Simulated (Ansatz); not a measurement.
# SiO2 (Stishovite): band gap by G0W0 on HSE06, part 2 of 2

Wanted: the gap of SiO2 (Stishovite) with a many-body correction, and the time that it takes.

Ansatz 0.2.0; HSE06, then G0W0 on it, plane waves, PAW. Known limits of the many-body steps: finite bands, screening cutoff and k mesh; no spin-orbit coupling in G0W0.

So far. Step 2 (HSE06 levels on the mesh and at listed points): Over mesh and listed points the gap is 7.752 eV, direct, at k = Γ.

In doubt: masses and optical values from hybrid runs of this build are listed as unsure (step 3), which bears on the screening that GW takes from such a start.

## Step 3: One-shot GW

G0W0 replaces the xc potential by a self-energy built once from the orbitals of the start. Levels are corrected in the window of bands that the input names, at points of the mesh.

This step: G0W0 on HSE06, plane waves, PAW.

Contents of input.yaml:

```yaml
crystal:
  lattice:
    - [4.1773, 0.0, 0.0]
    - [0.0, 4.1773, 0.0]
    - [0.0, 0.0, 2.6652]
  atoms:
    - { symbol: Si, position: [0.0, 0.0, 0.0] }
    - { symbol: Si, position: [0.5, 0.5, 0.5] }
    - { symbol: O, position: [0.3059, 0.3059, 0.0] }
    - { symbol: O, position: [0.1941, 0.8059, 0.5] }
    - { symbol: O, position: [0.6941, 0.6941, 0.0] }
    - { symbol: O, position: [0.8059, 0.1941, 0.5] }
kpoints:
  mp_grid: { grid: [6, 6, 8] }
hamiltonian:
  xc: hse06
  pseudopotentials: { kind: paw, source: ansatz }
scf:
  occupations: { method: fixed }
gw:
  n_empty_bands: 276
  ecut_chi: 190.0
  qp_bands: [v2, c2]
  qp_kpoints: band_edges
  screening: { model: contour_deformation }
```

The run is started by

```sh
$ ansatz run input.yaml --threads 4 --pin off --max-ram 138240MiB --backend cuda --events-out ev --progress --plain --runs-dir out --devices 1 --max-vram 26GiB
```

Numbers of over 12 decimals in the logs are rounded to 6 here.

Output:

```text
GPUs: using 1 of 1 available (devices: 1).
[...]
GPU FFT provider: cuFFT
GPU libraries: cuBLAS 13.8.2, cuFFT 12.4.0, cuSOLVER 12.3.4
Crystal: 6 atoms, lattice volume = 46.507 Å³
Basis set: ecut = 930 eV, 3025 PW (Γ)
Bands: 22, of which v1, the nominal top of the filled ones, is band 16 counted from 1 (15 counted from 0)
Symmetry: 16 space group operations
[...]
k-points: 50 of 288
[...]
GPU buffer pool allocated for 69120 grid points (all kernels)
[...]
SCF iter   1: F=—  HF=-3549.173668 eV  |F-HF|=—  |Δ(HF+E_count)|=         —  Δρ=1.52e-1  dr2=8.46e0  ethr=1.00e-1  ⟨swp⟩=5.4  Hψ=4015  notcnv=0
[...]
SCF iter   4: F=-3546.825503 eV  HF=-3546.826051 eV  |F-HF|=5.48e-4  |Δ(HF+E_count)|=   2.50e-2  Δρ=1.73e-3  dr2=9.91e-4  ethr=2.93e-4  ⟨swp⟩=3.0  Hψ=2577  notcnv=0  defer=1
SCF 1 stopped early in 4 iterations: F = -3546.825503 eV  dr2 = 9.91e-4
[...]
GPU FFT provider: cuFFT
GPU libraries: cuBLAS 13.8.2, cuFFT 12.4.0, cuSOLVER 12.3.4
[...]
GPU buffer pool allocated for 69120 grid points (all kernels)
[...]
Frozen-core exchange: fock
SCF iter   1: F=—  HF=-3547.635300 eV  |F-HF|=—  |Δ(HF+E_count)|=         —  Δρ=9.77e-3  dr2=3.16e-2  ethr=3.10e-5  ⟨swp⟩=6.6  Hψ=5069  notcnv=0
[...]
SCF iter   4: F=-3547.631440 eV  HF=-3547.631440 eV  |F-HF|=6.52e-9  |Δ(HF+E_count)|=   6.17e-5  Δρ=8.57e-5  dr2=6.36e-6  ethr=4.98e-7  ⟨swp⟩=3.2  Hψ=2788  notcnv=0  defer=1
SCF 2 stopped early in 4 iterations: F = -3547.631440 eV  dr2 = 6.36e-6
[...]
hybrid outer 1: dexx = +1.019e-2 eV, tail = 2.05e-5 eV
GPU FFT provider: cuFFT
GPU libraries: cuBLAS 13.8.2, cuFFT 12.4.0, cuSOLVER 12.3.4
GPU buffer pool allocated for 69120 grid points (all kernels)
[...]
Frozen-core exchange: fock
SCF iter   1: F=—  HF=-3547.631539 eV  |F-HF|=—  |Δ(HF+E_count)|=         —  Δρ=1.24e-4  dr2=2.84e-6  ethr=3.21e-7  ⟨swp⟩=3.9  Hψ=2969  notcnv=0
[...]
SCF iter   3: F=-3547.631540 eV  HF=-3547.631540 eV  |F-HF|=1.94e-8  |Δ(HF+E_count)|=   1.29e-6  Δρ=1.75e-5  dr2=4.55e-8  ethr=2.29e-10  ⟨swp⟩=5.9  Hψ=4268  notcnv=0  defer=13
SCF 3 converged in 3 iterations: F = -3547.631540 eV  dr2 = 4.55e-8
[...]
NSCF: frozen V_eff on 50 k-points
Exchange-term sweep: 0 of 50 (spin, k) points
Exchange-term sweep: 3 of 50 (spin, k) points
Exchange-term sweep: 5 of 50 (spin, k) points
Exchange-term sweep: 8 of 50 (spin, k) points
Exchange-term sweep: 10 of 50 (spin, k) points
Exchange-term sweep: 13 of 50 (spin, k) points
Exchange-term sweep: 15 of 50 (spin, k) points
Exchange-term sweep: 18 of 50 (spin, k) points
Exchange-term sweep: 20 of 50 (spin, k) points
Exchange-term sweep: 23 of 50 (spin, k) points
Exchange-term sweep: 25 of 50 (spin, k) points
Exchange-term sweep: 28 of 50 (spin, k) points
Exchange-term sweep: 30 of 50 (spin, k) points
Exchange-term sweep: 33 of 50 (spin, k) points
Exchange-term sweep: 35 of 50 (spin, k) points
Exchange-term sweep: 38 of 50 (spin, k) points
Exchange-term sweep: 40 of 50 (spin, k) points
Exchange-term sweep: 43 of 50 (spin, k) points
Exchange-term sweep: 45 of 50 (spin, k) points
Exchange-term sweep: 48 of 50 (spin, k) points
Exchange-term sweep: 50 of 50 (spin, k) points
G₀W₀ screening: q 1/50
[... further progress lines ...]
[...]
Free energy (F): -3547.631540 eV
Frozen-core exchange: fock
[...]
Internal energy: -3547.631540 eV  (E = F + TS)
E sigma→0 (E₀):  -3547.631540 eV
Fermi energy:    9.212959 eV
[...]
--- Band table (eV; the first three rows and the last of 50) ---
  k-point 0: bands = [... 12 lower, 6.7982, 8.3833, 8.3833, 9.2130, 16.9445, 17.9700, 19.8374, 19.8374]
  k-point 1: bands = [... 12 lower, 6.0518, 8.2180, 8.2180, 9.0094, 17.7085, 19.1429, 20.7927, 20.7927]
  k-point 2: bands = [... 12 lower, 4.7921, 7.6936, 7.6936, 8.3687, 18.9334, 21.4440, 21.5251, 22.8239]
  k-point 49: bands = [... 12 lower, 7.4063, 7.4063, 7.5422, 7.5422, 18.5453, 18.5453, 22.4214, 22.4214]
  guard bands above this table: 2 of the run's 22 bands. The solve was not asked for them (output.publish_guard_bands: true or output.eigenvalues: true publishes all)
--- G₀W₀: contour deformation, 6 samples at zero and on the imaginary axis and 2 off it, 288 q-points, 276 empty bands' worth ---
  eigenvalues of the whole cell's RPA ε∞ on this k-mesh (on a slab, of 1 + 4πα/V) = 2.8341, 2.8341, 2.9692; static W/v taken at q = 0 is 0.346447
  bands read: the sum over 292 bands ends inside a degenerate multiplet in 1 slot, whose members it reads at an even weight; the widest, k=0: bands 292 to 293 (counted from 1) at 1/2 each
  gw.qp_kpoints: band_edges: 8 of 50 stored k-points solved, in 1 pass; an edge of the gap read off the rows below is read off those points alone
    valence top: of the k-points left out ik 10 came nearest to being solved in a further pass, in band 16 (counted from 1, as in the quasiparticle table): it holds the edge there only if its correction is more favourable than any solved in that band by at least 0.753 eV; those differ by 0.176 eV
    conduction bottom: of the k-points left out ik 25 came nearest to being solved in a further pass, in band 17 (counted from 1, as in the quasiparticle table): it holds the edge there only if its correction is more favourable than any solved in that band by at least 1.389 eV; those differ by 0.072 eV
    ik  band        ε_KS         Σx   Σc(E_QP)       V_xc       Z   E_QP_lin       E_QP  E_QP is
     0    15      8.3833   -27.8008     3.7956   -23.3768  0.8365     7.7532     7.7549  root
     0    16      9.2130   -28.2634     4.0620   -23.6134  0.8338     8.6235     8.6250  root
     0    17     16.9445   -13.4964    -4.2581   -18.8598  0.8649    18.0535    18.0497  root
     0    18     17.9700    -7.3031    -4.3765   -12.5871  0.8802    18.8801    18.8775  root
     1    15      8.2180   -27.6889     3.8197   -23.2298  0.8361     7.5769     7.5786  root
     1    16      9.0094   -28.0987     4.0807   -23.4080  0.8336     8.3978     8.3994  root
     1    17     17.7085   -13.7795    -4.3223   -19.2633  0.8616    18.8743    18.8699  root
     1    18     19.1429    -8.1386    -4.4933   -13.6193  0.8739    20.1335    20.1303  root
     5    15      8.3264   -27.7674     3.8168   -23.3188  0.8362     7.6928     7.6945  root
     5    16      8.9905   -28.0604     4.0521   -23.4031  0.8338     8.3837     8.3853  root
     5    17     17.3947   -13.5533    -4.2747   -18.9536  0.8633    18.5242    18.5202  root
     5    18     18.2312    -7.4868    -4.4052   -12.8150  0.8789    19.1569    19.1542  root
     6    15      8.1519   -27.6436     3.8416   -23.1578  0.8358     7.5060     7.5077  root
     6    16      8.8603   -27.9958     4.0695   -23.3072  0.8336     8.2395     8.2412  root
     6    17     18.0475   -13.6701    -4.3661   -19.2083  0.8609    19.2242    19.2196  root
     6    18     19.3707    -8.3164    -4.5284   -13.8476  0.8726    20.3769    20.3735  root
    20    15      8.0889   -27.5941     3.8790   -23.0589  0.8354     7.4308     7.4327  root
    20    16      8.8056   -27.9164     4.0334   -23.2642  0.8339     8.1851     8.1868  root
    20    17     17.6864   -12.9364    -4.3118   -18.3718  0.8642    18.8140    18.8100  root
    20    18     18.5089    -8.2457    -4.4308   -13.6318  0.8757    19.4672    19.4642  root
    21    15      7.9816   -27.5396     3.8955   -22.9820  0.8351     7.3176     7.3195  root
    21    16      8.7416   -27.9230     4.0462   -23.2522  0.8338     8.1153     8.1170  root
    21    17     18.2884   -13.3389    -4.4065   -18.9202  0.8611    19.4678    19.4631  root
    21    18     19.5970    -8.8071    -4.5632   -14.3962  0.8702    20.6267    20.6230  root
    45    15      6.7814   -26.7067     4.2683   -21.6746  0.8292     6.0146     6.0176  root
    45    16      6.7814   -26.7067     4.2683   -21.6746  0.8292     6.0146     6.0176  root
    45    17     18.8484   -10.5000    -4.5720   -16.1744  0.8673    19.9550    19.9508  root
    45    18     18.8484   -10.5000    -4.5720   -16.1744  0.8673    19.9550    19.9508  root
    49    15      7.5422   -27.4423     4.2366   -22.4972  0.8305     6.8313     6.8337  root
    49    16      7.5422   -27.4423     4.2366   -22.4972  0.8305     6.8313     6.8337  root
    49    17     18.5453   -11.4368    -4.4367   -16.9986  0.8679    19.6745    19.6703  root
    49    18     18.5453   -11.4368    -4.4367   -16.9986  0.8679    19.6745    19.6703  root
```

It took 2.7 min on 1 × NVIDIA H100 80GB HBM3 (shared by 3 runs) with 4 threads of AMD EPYC 7R13 (Zen 3), shared host; peak memory 3.7 GiB.

This step gave:

| Quantity | Value |
| --- | --- |
| bands summed | 292 |
| RPA ε∞ on this mesh (eigenvalues) | 2.834, 2.834, 2.969 |
| plane waves in the screening matrix | 265 |
| q-points in the mesh | 288 |
| G0W0 gap over the corrected points | 9.425 eV |
| k of the valence top | 0, 0, 0 |
| k of the conduction bottom | 0, 0, 0 |
| starting gap on the mesh | 7.731 eV |
| Z at the valence top | 0.8338 |
| Z at the conduction bottom | 0.8649 |
| least direct G0W0 gap over the corrected points | 9.425 eV |

Over 8 of 50 irreducible mesh points the G0W0 gap is 9.425 eV, direct, at k = Γ. The HSE06 gap of this run on the mesh is 7.731 eV. The two states that bound the G0W0 gap lie that far apart at the start, so the correction of the gap is 9.425 − 7.731 = +1.694 eV. The start of this run differs from the step before in mesh (4×4×6 and 6×6×8), files (soft_1 PAW and hard PAW) and plane-wave cutoff (420 eV and 930 eV).

Labels follow the order of the start: v1 is the top filled band, c1 the lowest empty one; levels that stay degenerate share a row, the window can cut a multiplet, doubted levels are not marked in this list, bands outside the window were not corrected, and the list may be a part of the corrected levels. The levels before and after the correction (eV, zero at the valence-band top of each column):

|  | conduction bottom | valence top |
| --- | --- | --- |
| HSE06 | 7.73 | 0.00 |
| G0W0 | 9.42 | 0.00 |

|  | level | occupation | energy (eV) |
| --- | --- | --- | --- |
| HSE06 | Γ v2 | 2 | -0.830 |
| HSE06 | Γ v1 | 2 | 0.000 |
| HSE06 | Γ c1 | 0 | 7.731 |
| HSE06 | Γ c2 | 0 | 8.757 |
| G0W0 | Γ v2 | 2 | -0.870 |
| G0W0 | Γ v1 | 2 | 0.000 |
| G0W0 | Γ c1 | 0 | 9.425 |
| G0W0 | Γ c2 | 0 | 10.252 |

The parts of the quasiparticle energy for the two states that bound the G0W0 gap, in eV on the run's own scale (QP = start + Σx + Σc − Vxc, with Σc at the quasiparticle energy):

| edge | k | band | start | Σx | Σc | Vxc | Z | QP |
| --- | --- | --- | --- | --- | --- | --- | --- | --- |
| valence top | Γ | 16 | 9.213 | −28.263 | 4.062 | −23.613 | 0.834 | 8.625 |
| conduction bottom | Γ | 17 | 16.945 | −13.496 | −4.258 | −18.860 | 0.865 | 18.050 |

For a hybrid start, Vxc holds its share of exact exchange.

## Step 4: Side by side

Each gap is the least one over the points named; times are wall times on shared hosts, not benchmarks. A G0W0 time includes the run's own self-consistent start. Runs with listed points see these and the mesh alone, so an edge that moves elsewhere is missed.

| level | mesh | files, cutoff | bands summed, screening | points | gap (eV) | valence top | conduction bottom | least direct gap (eV) | time |
| --- | --- | --- | --- | --- | --- | --- | --- | --- | --- |
| HSE06 | 4×4×6 | soft_1 PAW, 420 eV | - | mesh and listed points | 7.752 | Γ | Γ | 7.752 | 11 s |
| G0W0@HSE06 | 6×6×8 | hard PAW, 930 eV | 292, 190 eV | 8 of 50 irreducible mesh points | 9.425 | Γ | Γ | 9.425 | 2.7 min |

## Step 5: Outcome

| Property | Result |
| --- | --- |
| HSE06 gap over mesh and listed points | 7.752 eV, direct, at k = Γ |
| G0W0@HSE06 gap over 8 of 50 irreducible mesh points | 9.425 eV, direct, at k = Γ |
| GW settings | 6×6×8 mesh, 276 empty bands, screening to 190 eV, hard PAW files |
| known limits | finite bands, screening cutoff and k mesh; no spin-orbit coupling in G0W0 |

In words: Over 8 of 50 irreducible mesh points the G0W0 gap is 9.425 eV, direct, at k = Γ. The HSE06 gap of this run on the mesh is 7.731 eV. The two states that bound the G0W0 gap lie that far apart at the start, so the correction of the gap is 9.425 − 7.731 = +1.694 eV. The valence state moves by 8.625 − 9.213 = −0.588 eV and the conduction state by 18.050 − 16.945 = +1.105 eV, on the run's own scale; how far single levels stand from their limit in bands is not shown. Both edges that HSE06 shows over mesh and listed points lie at k points where levels were corrected. Levels at other points were not corrected, so a lower G0W0 gap elsewhere in the zone is not ruled out. No second run with other bands and screening cutoff is shown, so the distance to the basis limit is not known. On another start, G0W0@PBE runs of this series (6×6×8 mesh, hard PAW; not shown as steps) give 8.388 eV with 137 bands and 110 eV, 8.610 eV with 292 bands and 190 eV, 8.700 eV with 484 bands and 270 eV and 8.748 eV with 798 bands and 380 eV. G0W0 on other starts in this series, not shown as steps and not all at these settings: 8.610 eV on PBE (6×6×8, hard PAW, 292 bands, 190 eV) and 9.621 eV on PBE0 (6×6×8, hard PAW, 292 bands, 190 eV). The G0W0 runs are scalar-relativistic. No pair of G0W0 runs that differ in the mesh alone is shown (6×6×8 is a supercell whose nearest images lie 21 Å apart), so the error from the mesh is not known here. G0W0 is shown with one set of atomic data (hard PAW), so the error from the files is not known here.

[Paths, hosts, dates, memory and timing lines, banners, echoed tables and standing remarks are left out of the program output.]

[Logs are printed without paths, hosts, clocks, repeated set-up lines and the standing remarks that a program may print on its own settings, such as how far it seeks lower states.]

[Runs of the session that timed out or met a known fault of the program may be left out.]

[Cells called generated may have been cut or substituted from an entry of the Crystallography Open Database or the Materials Project.]

[Hosts, paths, dates, database ids (printed as entryN), source tags and the programs' standing remarks are cut or masked in the printed files.]

[Where an RPA ε∞ is given, it is that of the G0W0 mesh and is not shown converged in it. Names of k-points follow the symmetry that the program found, which can be lower than the space group named. Band edges on a path are those of the sampled points; other points can move an edge, and change direct to indirect where valleys lie close.]

[Hybrid gaps are those of their k-mesh and are not shown converged in it.]
